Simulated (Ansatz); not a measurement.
**RbSe4F (built on the sites of a database entry of RbClO4): relaxing the cell for a phonon run**

Task: relax RbSe4F (built on the sites of a database entry of RbClO4) tightly.

Main program and level: Ansatz 0.2.0; DFT LDA, scalar-relativistic, plane waves, norm-conserving pseudopotentials.

The structure was built from a prototype and need not be the compound's stable phase.

**1. The starting structure**

Symmetry: F-43m, No. 216, cubic system. Conventional cell: a = 8.336 Å, b = 8.336 Å, c = 8.336 Å, α = 90.00°, β = 90.00°, γ = 90.00°. Nearest to Rb lie 12 Se at 3.45 Å. Nearest to F lie 4 Se at 1.83 Å. Nearest to Se lie 1 F at 1.83 Å. Farther neighbours and most contacts between anions are not listed.

**2. Probe on a coarse mesh**

A quick single point on a coarse mesh tells whether the cell has a gap and how far it is from rest, which sets the k mesh and smearing that follow.

Contents of input.yaml:

```yaml
crystal:
  lattice:
    - [0.0, 4.16802, 4.16802]
    - [4.16802, 0.0, 4.16802]
    - [4.16802, 4.16802, 0.0]
  atoms:
    - { symbol: Rb, position: [0.5, 0.5, 0.5] }
    - { symbol: F, position: [0.0, 0.0, 0.0] }
    - { symbol: Se, position: [0.127, 0.127, 0.127] }
    - { symbol: Se, position: [0.619, 0.127, 0.127] }
    - { symbol: Se, position: [0.127, 0.127, 0.619] }
    - { symbol: Se, position: [0.127, 0.619, 0.127] }
kpoints:
  mp_grid: { grid: [4, 4, 4] }
hamiltonian:
  xc: lda
  pseudopotentials: { kind: nc }
scf:
  occupations: { method: gaussian, width: 0.1 }
output:
  forces: true
  stress: true
  eigenvalues: true
```

Started as:

```console
$ ansatz run input.yaml --threads 4 --pin off --max-ram 14336MiB --backend cpu --events-out ev --progress --plain --runs-dir out
```

Numbers of over 12 decimals in the logs are rounded to 6 here.

Log:

```text
Engine: ansatz 0.2.0, x86_64-unknown-linux-gnu
Pseudopotentials: kind: nc
Pseudopotential: Rb, nc, valence charge 9, recommended cutoff 571.439111 eV (normal), Rb.nc.azcp (PseudoDojo's, or run here from an input of PseudoDojo's: the run reads no file of this project's for it)
[...]
k-point 0: bands = [... 36 lower, 4.6566, 4.6566, 8.6675, 8.6675, 8.6675, 10.3818, 10.3818, 10.3818, ... 4 higher]
  k-point 1: bands = [... 36 lower, 4.8056, 4.8056, 7.6208, 7.6208, 8.6872, 9.4506, 10.4985, 10.4985, ... 4 higher]
  k-point 2: bands = [... 36 lower, 5.3209, 5.3494, 6.4386, 6.4386, 8.4321, 8.7072, 10.5766, 10.5766, ... 4 higher]
  k-point 7: bands = [... 36 lower, 5.6167, 6.1184, 6.2286, 6.4749, 7.3087, 8.4829, 9.9682, 10.4236, ... 4 higher]
[key lines of the parts left out:]
SCF converged after 9 iterations
Free energy (F): -14590.955471 eV
Fermi energy:    7.684744 eV
P = ⅓ Tr σ = 16.3721 GPa (163.721 kbar)
```

Wall time 4 s (4 threads of Intel Xeon Platinum 8488C (Sapphire Rapids), shared host); peak memory 0.94 GiB.

Numbers from this step:

```yaml
pressure: 16.37 GPa
volume_per_atom: 24.14 Å³
gap_on_the_k_mesh: 0 eV
```

The coarse mesh shows no gap and a pressure of 16.4 GPa.

**3. Rough relaxation**

A rough relaxation comes first, because large forces or stress need no tight tolerances yet.

input.yaml: that of step 2 with these lines changed.

```diff
@@ -23 +23,6 @@
   eigenvalues: true
+relax:
+  adjacent_minimum: "off"
+  f_tol: 0.05
+  max_steps: 80
+  cell: { stress_tol: 0.5 }
```

Log:

```text
[...]
Crystal: 6 atoms, lattice volume = 144.817 Å³
Basis set: ecut = 1170.089609 eV, 13323 PW (Γ)
Bands: 48, of which v1, the nominal top of the filled ones, is band 40 counted from 1 (39 counted from 0)
Symmetry: 24 space group operations
[...]
k-points: 8 of 64 (time reversal used)
[...]
- [0, 4.469490, 4.469490]
    - [4.469490, 0, 4.469490]
    - [4.469490, 4.469490, 0]
  atoms:
    - { symbol: Rb, position: [0.5, 0.5, 0.5] }
    - { symbol: F, position: [-1.1532165467901735e-18, -1.5520733975597237e-18, 5.636020717395542e-19] }
    - { symbol: Se, position: [0.143039, 0.143039, 0.143039] }
    - { symbol: Se, position: [0.570884, 0.143039, 0.143039] }
    - { symbol: Se, position: [0.143039, 0.143039, 0.570884] }
    - { symbol: Se, position: [0.143039, 0.570884, 0.143039] }
[key lines of the parts left out:]
SCF converged after 3 iterations
Free energy (F): -14594.934770 eV
Fermi energy:    5.557969 eV
P = ⅓ Tr σ = 0.2570 GPa (2.570 kbar)
```

It took 30 s on 4 threads; peak memory 1.1 GiB.

The steps of the relaxation:

```csv
step,energy less that of the first step (eV),largest force component (eV/Å),pressure (GPa),volume (Å³)
1,0.0000,4.0828,16.37,144.82
2,-2.7706,0.8350,11.92,145.09
3,-3.7622,0.6164,2.04,167.56
4,-3.9123,0.1248,0.50,173.52
5,-3.9205,0.0077,0.05,175.45
6*,-3.9678,0.0085,0.91,175.45
7,-3.9791,0.0073,0.26,178.57
8*,-3.9793,0.0073,0.26,178.57
```

Relaxation steps marked * repeat the geometry before them on a plane-wave basis chosen anew for their cell, so energy and pressure can jump there.

Forces are held to the 24 operations that the run works with; a distortion that breaks them can't arise in this run.

```csv
"conventional cell, symmetrised",before,after,change
a (Å),8.336,8.939,+7.2 %
b (Å),8.336,8.939,+7.2 %
c (Å),8.336,8.939,+7.2 %
volume (Å³/atom),24.14,29.76,+23.3 %
```

The atoms that moved most (Å, as changes of fractional coordinates times the final cell):

```csv
atom,dx,dy,dz,length
Se3,0.143,0.143,0.143,0.248
Se4,0.143,-0.143,-0.143,0.248
Se6,-0.143,0.143,-0.143,0.248
Se5,-0.143,-0.143,0.143,0.248
```

Numbers from this step:

```
pressure        : 0.2570 GPa
volume per atom : 29.76 Å³
```

In this step the volume went from 24.14 to 29.76 Å³/atom.

**4. Bringing the structure to rest**

The cell and atoms are relaxed, since residual forces and stress would shift the frequencies.

Contents of input.yaml:

```yaml
crystal:
  lattice:
    - [0.0, 4.469489598, 4.469489598]
    - [4.469489598, 0.0, 4.469489598]
    - [4.469489598, 4.469489598, 0.0]
  atoms:
    - { symbol: Rb, position: [0.5, 0.5, 0.5] }
    - { symbol: F, position: [0.0, 0.0, 0.0] }
    - { symbol: Se, position: [0.1430388046, 0.1430388046, 0.1430388046] }
    - { symbol: Se, position: [0.5708835863, 0.1430388046, 0.1430388046] }
    - { symbol: Se, position: [0.1430388046, 0.1430388046, 0.5708835863] }
    - { symbol: Se, position: [0.1430388046, 0.5708835863, 0.1430388046] }
kpoints:
  mp_grid: { grid: [8, 8, 8] }
hamiltonian:
  xc: lda
  pseudopotentials: { kind: nc }
scf:
  occupations: { method: gaussian, width: 0.1 }
output:
  forces: true
  stress: true
  eigenvalues: true
relax:
  adjacent_minimum: "off"
  f_tol: 0.005
  max_steps: 80
  cell: { stress_tol: 0.05 }
```

Log:

```text
[...]
Crystal: 6 atoms, lattice volume = 178.568 Å³
Basis set: ecut = 1170.089609 eV, 16361 PW (Γ)
Bands: 48, of which v1, the nominal top of the filled ones, is band 40 counted from 1 (39 counted from 0)
[... 1 set-up line as in the run before ...]
[...]
k-points: 29 of 512 (time reversal used)
[...]
SCF iter   1: F=—  HF=-14613.077049 eV  |F-HF|=—  |Δ(HF+E_count)|=         —  Δρ=2.54e-1  dr2=1.63e2  ethr=3.10e-3  ⟨swp⟩=8.9  Hψ=6330  notcnv=0  defer=2
[...]
SCF iter  10: F=-14594.949043 eV  HF=-14594.949043 eV  |F-HF|=9.05e-9  |Δ(HF+E_count)|=   1.17e-7  Δρ=1.69e-6  dr2=9.87e-9  ethr=1.25e-10  ⟨swp⟩=16.0  Hψ=7424  notcnv=0
SCF 1 converged in 10 iterations: F = -14594.949043 eV  dr2 = 9.87e-9
relax step   1: F+E_penalty+E_count = -14594.94904334 eV  Δ(F+E_penalty+E_count) = +0.000e0 eV  max|allowed force component| = 7.254e-4 eV/Å  Δτ_max = 0.0000 Å  P = +0.223 GPa  Ω = 178.568 Å³  (10 SCF iters, dr2 threshold 1.00e-7 eV, accepted)
Crystal: 6 atoms, lattice volume = 179.473 Å³
[...]
SCF iter   4: F=-14594.949665 eV  HF=-14594.949665 eV  |F-HF|=6.90e-8  |Δ(HF+E_count)|=   2.76e-7  Δρ=8.18e-6  dr2=1.12e-7  ethr=1.56e-10  ⟨swp⟩=9.4  Hψ=6961  notcnv=0
SCF 2 converged in 4 iterations: F = -14594.949665 eV  dr2 = 1.12e-7
relax step   2: F+E_penalty+E_count = -14594.94966495 eV  Δ(F+E_penalty+E_count) = -6.216e-4 eV  max|allowed force component| = 1.737e-2 eV/Å  Δτ_max = 0.0003 Å  P = +0.024 GPa  Ω = 179.473 Å³  energy of the carried Pulay correction = -5.744e-5 eV  (4 SCF iters, dr2 threshold 1.25e-7 eV, accepted)
Crystal: 6 atoms, lattice volume = 179.771 Å³
[...]
SCF iter   5: F=-14594.949758 eV  HF=-14594.949758 eV  |F-HF|=2.31e-10  |Δ(HF+E_count)|=   8.61e-9  Δρ=7.93e-7  dr2=8.53e-10  ethr=2.36e-11  ⟨swp⟩=7.0  Hψ=5564  notcnv=0
SCF 3 converged in 5 iterations: F = -14594.949758 eV  dr2 = 8.53e-10
relax step   3: F+E_penalty+E_count = -14594.94975770 eV  Δ(F+E_penalty+E_count) = -9.275e-5 eV  max|allowed force component| = 5.867e-3 eV/Å  Δτ_max = 0.0023 Å  P = -0.001 GPa  Ω = 179.771 Å³  energy of the carried Pulay correction = -7.631e-5 eV  (5 SCF iters, dr2 threshold 1.89e-8 eV, accepted)
[...]
relax step   4: F+E_penalty+E_count = -14594.94977215 eV  Δ(F+E_penalty+E_count) = -1.445e-5 eV  max|allowed force component| = 1.647e-5 eV/Å  Δτ_max = 0.0005 Å  P = -0.000 GPa  Ω = 179.722 Å³  energy of the carried Pulay correction = -7.322e-5 eV  (4 SCF iters, dr2 threshold 2.15e-9 eV, accepted)
[...]
SCF iter   5: F=-14594.949844 eV  HF=-14594.949844 eV  |F-HF|=2.18e-11  |Δ(HF+E_count)|=  1.58e-10  Δρ=7.87e-8  dr2=8.27e-12  ethr=1.00e-12  ⟨swp⟩=6.9  Hψ=7126  notcnv=0
SCF 5 converged in 5 iterations: F = -14594.949844 eV  dr2 = 8.27e-12
relax step   5: F+E_penalty+E_count = -14594.94984367 eV  Δ(F+E_penalty+E_count) = -7.152e-5 eV  max|allowed force component| = 6.510e-6 eV/Å  Δτ_max = 0.0000 Å  P = +0.001 GPa  Ω = 179.722 Å³  stress off target by 1.28e-3 GPa  SCF on the basis re-selected at this cell (its energy is not comparable with the rows above)  (5 SCF iters)
[...]
SCF converged after 5 iterations
Free energy (F): -14594.949844 eV
[...]
Internal energy: -14594.922422 eV  (E = F + TS)
E sigma→0 (E₀):  -14594.936133 eV
Entropy (-TS):   -0.027421 eV (-4.570 meV/atom)
Fermi energy:    5.449988 eV
[...]
--- Stress (GPa, compression-positive) ---
        0.001281       0.000000       0.000000
        0.000000       0.001281       0.000000
        0.000000      -0.000000       0.001281
  P = ⅓ Tr σ = 0.0013 GPa (0.013 kbar)
--- Band table (eV; the first three rows and the last of 29) ---
  k-point 0: bands = [... 36 lower, 2.3816, 2.3816, 6.0454, 6.0454, 6.0454, 7.1400, 7.1400, 7.1400, ... 4 higher]
  k-point 1: bands = [... 36 lower, 2.3796, 2.3796, 5.8649, 5.8649, 6.0488, 6.8696, 7.1594, 7.1594, ... 4 higher]
  k-point 2: bands = [... 36 lower, 2.3922, 2.3922, 5.4629, 5.4629, 6.0572, 6.3470, 7.1934, 7.1934, ... 4 higher]
  k-point 28: bands = [... 36 lower, 2.5868, 2.7750, 4.8453, 4.8927, 5.3263, 5.8457, 6.6588, 7.1080, ... 4 higher]
--- Relaxed structure (4 steps of the walk, 4 accepted, 1 SCFs on fresh bases) ---
[...]
cell:  # Å, volume = 179.7220 Å³
    - [0, 4.479097, 4.479097]
    - [4.479097, 0, 4.479097]
    - [4.479097, 4.479097, 0]
  atoms:
    - { symbol: Rb, position: [0.5, 0.5, 0.5] }
    - { symbol: F, position: [0, 0, 0] }
    - { symbol: Se, position: [0.143133, 0.143133, 0.143133] }
    - { symbol: Se, position: [0.570600, 0.143133, 0.143133] }
    - { symbol: Se, position: [0.143133, 0.143133, 0.570600] }
    - { symbol: Se, position: [0.143133, 0.570600, 0.143133] }
```

The job ended after 75 s (4 threads; peak memory 1.5 GiB; 4.9 min of CPU time).

Relaxation path:

```csv
step,energy less that of the first step (eV),largest force component (eV/Å),pressure (GPa),volume (Å³)
1,0.0000,0.0007,0.22,178.57
2,-0.0006,0.0174,0.02,179.47
3,-0.0007,0.0059,0.00,179.77
4,-0.0007,0.0000,0.00,179.72
5*,-0.0008,0.0000,0.00,179.72
```

Relaxation steps marked * repeat the geometry before them on a plane-wave basis chosen anew for their cell, so energy and pressure can jump there.

The run keeps the 24 symmetry operations that it works with, so distortions that break them were not tested.

```csv
"conventional cell, symmetrised",before,after,change
a (Å),8.939,8.958,+0.2 %
b (Å),8.939,8.958,+0.2 %
c (Å),8.939,8.958,+0.2 %
volume (Å³/atom),29.76,29.95,+0.6 %
```

Final coordinates:

```cif
data_structure
_symmetry_space_group_name_H-M 'P 1'
_symmetry_Int_Tables_number 1
_cell_length_a 6.3344
_cell_length_b 6.3344
_cell_length_c 6.3344
_cell_angle_alpha 60.000
_cell_angle_beta 60.000
_cell_angle_gamma 60.000
_cell_volume 179.72
loop_
_atom_site_label
_atom_site_type_symbol
_atom_site_fract_x
_atom_site_fract_y
_atom_site_fract_z
_atom_site_occupancy
Rb1 Rb 0.50000 0.50000 0.50000 1
F2 F 0.00000 0.00000 0.00000 1
Se3 Se 0.14313 0.14313 0.14313 1
Se4 Se 0.57060 0.14313 0.14313 1
Se5 Se 0.14313 0.14313 0.57060 1
Se6 Se 0.14313 0.57060 0.14313 1
```

Numbers from this step:

```
pressure        : 0.001281 GPa
volume per atom : 29.95 Å³
```

In this step the volume went from 29.76 to 29.95 Å³/atom.

**5. Relaxing to small forces for the phonons**

Phonons need a cell at rest on their own settings, so the relaxation is repeated with tight tolerances on forces and stress, using the mesh and the filling of the phonon run that follows.

Contents of input.yaml:

```yaml
crystal:
  lattice:
    - [0.0, 4.4790966937, 4.4790966937]
    - [4.4790966937, 0.0, 4.4790966937]
    - [4.4790966937, 4.4790966937, 0.0]
  atoms:
    - { symbol: Rb, position: [0.5, 0.5, 0.5] }
    - { symbol: F, position: [0.0, 0.0, 0.0] }
    - { symbol: Se, position: [0.1431334638, 0.1431334638, 0.1431334638] }
    - { symbol: Se, position: [0.5705996085, 0.1431334638, 0.1431334638] }
    - { symbol: Se, position: [0.1431334638, 0.1431334638, 0.5705996085] }
    - { symbol: Se, position: [0.1431334638, 0.5705996085, 0.1431334638] }
kpoints:
  mp_grid: { grid: [8, 8, 8] }
hamiltonian:
  xc: lda
  pseudopotentials: { kind: nc }
scf:
  occupations: { method: methfessel_paxton, width: 0.2 }
output:
  forces: true
  stress: true
  eigenvalues: true
relax:
  adjacent_minimum: "off"
  f_tol: 0.001
  max_steps: 60
  cell: { stress_tol: 0.01 }
```

Log:

```text
[...]
Crystal: 6 atoms, lattice volume = 179.722 Å³
Basis set: ecut = 1170.089609 eV, 16361 PW (Γ)
Bands: 48, of which v1, the nominal top of the filled ones, is band 40 counted from 1 (39 counted from 0)
[... 1 set-up line as in the run before ...]
[...]
k-points: 29 of 512 (time reversal used)
[...]
cell:  # Å, volume = 179.5688 Å³
    - [0, 4.477824, 4.477824]
    - [4.477824, 0, 4.477824]
    - [4.477824, 4.477824, 0]
  atoms:
    - { symbol: Rb, position: [0.5, 0.5, 0.5] }
[...]
- { symbol: Se, position: [0.143105, 0.143105, 0.143105] }
    - { symbol: Se, position: [0.570686, 0.143105, 0.143105] }
    - { symbol: Se, position: [0.143105, 0.143105, 0.570686] }
    - { symbol: Se, position: [0.143105, 0.570686, 0.143105] }
[key lines of the parts left out:]
SCF converged after 9 iterations
Free energy (F): -14594.938019 eV
Fermi energy:    5.463187 eV
P = ⅓ Tr σ = 0.0001 GPa (0.001 kbar)
```

Wall time 65 s (4 threads); peak memory 1.5 GiB.

Little changed from the start: no atom moved by 0.005 Å and no cell edge by 0.1 %.

Numbers from this step:

```yaml
pressure: 6.78e-5 GPa
volume_per_atom: 29.93 Å³
```

The largest force component left is 0.065 meV/Å and the pressure is 0.000 GPa, within the tolerances set. The cell now holds 29.93 Å³/atom.

**6. Outcome**

* space group after relaxation (within 0.01 Å): F-43m
* lattice constant a: 8.956 Å
* lattice constant b: 8.956 Å
* lattice constant c: 8.956 Å
* volume per atom: 29.9 Å³

In words: The largest force component left is 0.065 meV/Å and the pressure is 0.000 GPa, within the tolerances set. The cell now holds 29.93 Å³/atom. The relaxation keeps the symmetry of its start, so it says nothing on stability against lower symmetry. The starting cell was built on a prototype and not taken from a measurement, so the phase need not exist.

[Logs are printed without paths, hosts, clocks, repeated set-up lines and the standing remarks that a program may print on its own settings, such as how far it seeks lower states.]

[Hosts, paths, dates, database ids (printed as entryN), source tags and the programs' standing remarks are cut or masked in the printed files.]
